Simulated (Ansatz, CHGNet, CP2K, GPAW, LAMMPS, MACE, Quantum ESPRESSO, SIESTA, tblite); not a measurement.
## Atom list for Glassy 25SiO2-50B2O3-12CaO-12Na2O (mol %) (62 atoms)

62 atoms (4 Si, 16 B, 2 Ca, 4 Na, 36 O) placed at random at 2.2 g/cm³, melted at 3000 K for 20 ps at fixed volume with the Buckingham and Coulomb pair potential of Guillot and Sator (Geochim. Cosmochim. Acta 71, 1249 (2007)) with the boron terms of Wang et al. (J. Non-Cryst. Solids 498, 294 (2018)). Quenched from 3000 K to 300 K at 20 K/ps and fixed volume, held 10 ps at zero pressure.

Calculated values (CHGNet 0.3.0, machine-learned interatomic potential CHGNet 0.3.0, trained on PBE(+U) plane-wave data; published weights, no electronic structure; density 2.40 g/cm³) for the geometry as built.

Extended XYZ; positions in Å, forces in eV/Å:

```xyz
62
Lattice="8.940 0.000 0.000 0.000 8.940 0.000 0.000 0.000 8.940" Properties=species:S:1:pos:R:3:forces:R:3 pbc="T T T"
Si 4.019 4.117 4.748 -1.219 0.895 -1.103
Si 8.771 8.307 6.683 -0.764 -0.295 -1.338
Si 1.095 4.063 0.861 1.382 -0.474 0.827
Si 5.538 2.666 8.165 0.875 0.139 0.120
B 3.867 6.275 2.921 0.298 0.398 0.005
B 6.107 6.116 1.409 -2.792 -0.446 2.288
B 8.744 5.405 5.610 -1.188 0.770 -1.055
B 0.287 2.435 3.233 0.567 0.285 0.867
B 8.328 6.208 2.910 2.200 0.266 2.019
B 4.057 1.921 2.953 -0.515 -1.000 -0.211
B 5.291 8.568 3.906 0.020 0.159 0.905
B 3.199 2.243 0.669 -1.899 -0.649 0.494
B 7.775 0.359 4.072 -0.536 -0.969 0.971
B 8.356 2.312 8.864 0.221 -1.813 -0.638
B 1.470 7.011 1.520 -0.887 0.016 0.565
B 1.520 3.441 5.387 0.133 1.559 -0.393
B 1.382 0.399 8.697 -0.057 0.105 0.879
B 6.136 5.100 6.566 0.026 0.584 0.445
B 5.005 0.563 6.593 1.567 -2.342 -2.261
B 6.129 7.545 7.928 0.704 -0.202 -3.156
Ca 4.006 8.536 0.995 -0.474 0.168 0.327
Ca 8.081 5.685 8.313 0.276 0.299 -0.644
Na 2.218 7.322 4.840 -0.044 -0.162 -0.212
Na 3.910 5.517 8.407 -0.169 -0.316 0.125
Na 7.524 8.712 1.165 0.586 0.388 0.251
Na 6.704 3.895 3.817 0.354 0.066 0.076
O 4.890 5.664 1.993 1.820 -0.029 -1.228
O 8.293 0.177 5.328 0.418 0.315 0.363
O 5.058 1.893 6.831 -0.617 0.183 -0.395
O 5.916 6.465 7.014 -0.453 -0.527 0.000
O 0.283 1.283 0.227 -1.941 0.537 0.141
O 4.752 0.707 3.036 -0.529 1.082 -1.006
O 5.131 0.022 5.318 -0.669 0.648 1.083
O 0.997 2.633 4.414 -0.410 -0.252 -0.467
O 4.555 7.382 3.593 0.007 0.021 0.279
O 2.904 3.382 5.664 -0.954 -0.212 0.387
O 0.060 6.762 6.158 1.260 -0.037 0.511
O 2.762 6.882 2.122 0.580 0.404 -0.237
O 3.291 5.302 3.833 0.257 -0.124 0.599
O 4.525 3.014 3.651 0.668 -0.485 -0.171
O 7.508 4.874 6.202 0.404 -0.705 0.550
O 7.543 8.067 7.740 0.179 0.048 1.541
O 1.424 8.072 0.553 -0.008 -0.337 0.014
O 6.999 2.065 8.581 1.929 -0.106 0.814
O 1.053 5.700 0.896 -0.156 -1.749 -1.553
O 8.893 3.589 8.726 -1.179 0.641 -0.831
O 2.936 1.957 2.095 1.544 -0.148 1.822
O 2.632 1.069 8.910 1.388 0.009 -0.960
O 2.493 3.448 0.334 -0.125 1.787 -0.324
O 5.276 4.718 5.515 -0.463 -0.329 -0.962
O 0.343 7.139 2.559 -0.307 0.525 -0.009
O 5.967 6.953 0.329 0.240 0.751 0.711
O 8.251 1.401 3.281 0.416 1.134 -1.226
O 7.340 5.856 1.971 -0.352 -0.391 -0.354
O 0.874 4.533 5.952 0.865 -0.904 0.009
O 6.772 8.443 3.606 0.282 0.780 -0.459
O 8.527 5.520 4.124 -1.085 0.045 -1.720
O 4.618 2.360 0.519 0.653 0.026 -0.511
O 5.773 4.216 7.793 0.000 0.829 0.553
O 1.160 0.062 7.292 -0.440 -0.455 -0.676
O 5.236 8.625 7.666 -1.289 0.618 1.756
O 0.444 3.351 2.180 -0.595 -1.025 1.802
```

The quench rate of 20 K/ps is many orders above laboratory rates, so the cell is likely richer in defects and strain than a real sample. The network of bonds at the start is that of the classical potential that made the cell, and needn't be the one that DFT or experiment would give.

The r.m.s. force component is 0.904 eV/Å; the longest force, 3.64 eV/Å, acts on B6.

[Long decimals in the printed logs are rounded to 6 places.]

[Logs are printed without paths, hosts, clocks, repeated set-up lines and the standing remarks that a program may print on its own settings, such as how far it seeks lower states.]

[Hosts, paths, dates, database ids (printed as entryN), source tags and the programs' standing remarks are cut or masked in the printed files.]
